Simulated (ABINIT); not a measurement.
# AlN (F-43m): G0W0 in ABINIT against the exchange cutoff

Wanted: the cheapest exchange cutoff that holds the gap of AlN (F-43m).

Method: PBE and many-body steps on it, plane waves, in ABINIT 10.8.3.

Most raw output is cut from this account.

## 1. Starting point

The structure is cubic, space group F-43m (No. 216). The conventional cell has a = 4.368 Å, b = 4.368 Å, c = 4.368 Å, α = 90.00°, β = 90.00°, γ = 90.00°. Al has 4 N at 1.89 Å nearest. Nearest to N lie 4 Al at 1.89 Å. Farther neighbours and most contacts between anions are not listed.

The cell and positions are those that the Materials Project relaxed with its own functionals (PBE, PBE+U or r2SCAN), kept fixed. This is not the form that AlN usually takes at ambient conditions.

## 2. Screening, 6×6×6 mesh, 99 bands, screening to 261.2 eV

This step: ABINIT 10.8.3; RPA screening on PBE, plane waves, norm-conserving pseudopotentials.

The RPA dielectric matrix is built and inverted for each q.

File run.abi:

```
acell 3*1.0 Angstrom
rprim 
  -0.000000000000 2.183993559600 2.183993559600
  2.183993559600 -0.000000000000 2.183993559600
  2.183993559600 2.183993559600 -0.000000000000
ntypat 2
znucl 13 7
natom 2
typat 1 2
xred 
  0.000000000000 0.000000000000 0.000000000000
  0.750000000000 0.750000000000 0.750000000000
pp_dirpath "pseudos"
pseudos "Al.upf, N.upf"
ecut 36
ngkpt 6 6 6
nshiftk 1
shiftk 0 0 0
kptopt 1
chksymbreak 0
istwfk *1
occopt 1
irdwfk 1
optdriver 3
nband 99
ecuteps 9.6
inclvkb 2
awtr 1
symchi 1
indata_prefix "in"
outdata_prefix "out"
tmpdata_prefix "tmp"
```

Launch:

```
OMP_NUM_THREADS=1 mpirun -n 8 abinit run.abi > log
```

Elapsed: 11 s, on 8 MPI ranks of AMD EPYC 9R45, shared host; peak memory 1.2 GiB; 86 s of CPU time.

This step gave:

| Quantity | Value |
| --- | --- |
| ε∞ with local fields, on this mesh, along the program's q direction | 4.348 |
| the same without local fields | 4.791 |
| plasma frequency | 23.01 eV |
| plane waves in the screening matrix | 181 |

Local fields lower ε∞ by 9 %.

## 3. 3.6 Ha

This step: G0W0 on PBE, plane waves, norm-conserving pseudopotentials.

Edit run.abi of step 2 so:

```diff
@@ -23,8 +23,17 @@
 irdwfk 1
-optdriver 3
+optdriver 4
 nband 99
+gwcalctyp 0
+ecutsigx 3.6
+symsigma 1
+nkptgw 2
+kptgw 
+  0.0000000000 0.0000000000 0.0000000000
+  0.5000000000 0.5000000000 0.0000000000
+bdgw 
+  2 8
+  3 6
 ecuteps 9.6
-inclvkb 2
-awtr 1
-symchi 1
+irdscr 1
+ppmodel 1
 indata_prefix "in"
```

Run time: 2.3 s. Hardware: 8 MPI ranks; peak memory 0.14 GiB.

Numbers from this step:

```yaml
g0w0_gap_on_the_points_computed: 3.743 eV
starting_gap_on_the_mesh: 3.325 eV
k_of_the_valence_top: 0, 0, 0
k_of_the_conduction_bottom: 0.5, 0.5, 0
z_at_the_valence_top: 0.79
z_at_the_conduction_bottom: 0.836
least_direct_g0w0_gap_on_the_computed_points: 5.183 eV
```

## 4. 7.2 Ha

Edit run.abi of step 3 so:

```diff
@@ -26,3 +26,3 @@
 gwcalctyp 0
-ecutsigx 3.6
+ecutsigx 7.2
 symsigma 1
```

Wall time 3.5 s (8 MPI ranks); peak memory 1.1 GiB.

Numbers from this step:

| Item | Value |
| --- | --- |
| G0W0 gap on the points computed | 4.264 eV |
| starting gap on the mesh | 3.325 eV |
| k of the valence top | 0, 0, 0 |
| k of the conduction bottom | 0.5, 0.5, 0 |
| Z at the valence top | 0.786 |
| Z at the conduction bottom | 0.836 |
| least direct G0W0 gap on the computed points | 5.409 eV |

## 5. 14.4 Ha

The self-energy is evaluated for the states that the input lists, and the levels follow from it, in one-shot runs by the linearised quasiparticle equation.

Edit run.abi of step 4 so:

```diff
@@ -26,3 +26,3 @@
 gwcalctyp 0
-ecutsigx 7.2
+ecutsigx 14.4
 symsigma 1
```

The job ended after 4.5 s (8 MPI ranks; peak memory 1.3 GiB).

Numbers from this step:

```
G0W0 gap on the points computed              : 4.467 eV
starting gap on the mesh                     : 3.325 eV
k of the valence top                         : 0, 0, 0
k of the conduction bottom                   : 0.5, 0.5, 0
least direct G0W0 gap on the computed points : 5.537 eV
```

The gap on the mesh goes from 3.32 eV to 4.47 eV, a correction of +1.14 eV.

## 6. 25.2 Ha

Edit run.abi of step 5 so:

```diff
@@ -26,3 +26,3 @@
 gwcalctyp 0
-ecutsigx 14.4
+ecutsigx 25.2
 symsigma 1
```

Run time: 4.6 s. Hardware: 8 MPI ranks; peak memory 1.3 GiB.

This step gave:

```yaml
g0w0_gap_on_the_points_computed: 4.515 eV
starting_gap_on_the_mesh: 3.325 eV
k_of_the_valence_top: 0, 0, 0
k_of_the_conduction_bottom: 0.5, 0.5, 0
least_direct_g0w0_gap_on_the_computed_points: 5.581 eV
```

Against the run before, the gap moves by +0.048 eV.

## 7. 36 Ha

Edit run.abi of step 6 so:

```diff
@@ -26,3 +26,3 @@
 gwcalctyp 0
-ecutsigx 25.2
+ecutsigx 36
 symsigma 1
```

Elapsed: 4.6 s, on 8 MPI ranks; peak memory 1.3 GiB.

This step gave:

- G0W0 gap on the points computed: 4.52 eV
- starting gap on the mesh: 3.325 eV
- k of the valence top: 0, 0, 0
- k of the conduction bottom: 0.5, 0.5, 0
- least direct G0W0 gap on the computed points: 5.586 eV

Against the run before, the gap moves by +0.005 eV.

## 8. Side by side

Times are wall times on 8 MPI ranks of AMD EPYC 9R45, shared host, good to a factor of about two. A run's time includes the screening step that it read.

| run | mesh | bands | screening cutoff (eV) | DFT gap (eV) | gap on the mesh (eV) | direct (eV) | ε∞ used | time |
| --- | --- | --- | --- | --- | --- | --- | --- | --- |
| 3.6 Ha | 6×6×6 | 99 | 261.2 | 3.325 | 3.743 | 5.183 | 4.35 | 13 s |
| 7.2 Ha | 6×6×6 | 99 | 261.2 | 3.325 | 4.264 | 5.409 | 4.35 | 14 s |
| 14.4 Ha | 6×6×6 | 99 | 261.2 | 3.325 | 4.467 | 5.537 | 4.35 | 15 s |
| 25.2 Ha | 6×6×6 | 99 | 261.2 | 3.325 | 4.515 | 5.581 | 4.35 | 15 s |
| 36 Ha | 6×6×6 | 99 | 261.2 | 3.325 | 4.520 | 5.586 | 4.35 | 15 s |

## 9. What came out

```
3.6 Ha       : 3.743 eV
7.2 Ha       : 4.264 eV
14.4 Ha      : 4.467 eV
25.2 Ha      : 4.515 eV
36 Ha        : 4.520 eV
known limits : not at the basis limit
```

What this shows: The setting moved: exchange cutoff. From 3.6 Ha to 36 Ha the gap moves by +0.78 eV. It holds to 0.03 eV from 25.2 Ha on. Bands and screening cutoff are coupled, so a series along one setting does not show full convergence. Below the screening cutoff the correlation part is cut too. Bands and cutoff are finite, so the gap is not at the basis limit. The miss can reach some tenths of an eV and take either sign; the mesh is an error of its own. In the first G0W0 run levels were corrected at 2 k points alone, so a gap called «on the mesh» is the least over those, and an edge elsewhere would be missed.

[Paths, hosts, dates, memory and timing lines, banners, echoed tables and standing remarks are left out of the program output.]

[Logs are printed without paths, hosts, clocks, repeated set-up lines and the standing remarks that a program may print on its own settings, such as how far it seeks lower states.]

[Runs of the session that timed out or met a known fault of the program may be left out.]

[No measured gap is set beside runs whose start may be inverted or whose files or cutoffs have a known fault.]

[Hosts, paths, dates, database ids (printed as entryN), source tags and the programs' standing remarks are cut or masked in the printed files.]

[G0W0 gaps are taken among the corrected bands and points alone; a level outside them can change the order at an edge.]

[Where Ansatz stands beside ABINIT at settings called matched, ABINIT's density can come from a denser mesh and the files from another edition; pairs whose starting gaps differed by over 0.03 eV were left out, so agreement reads better than it is.]
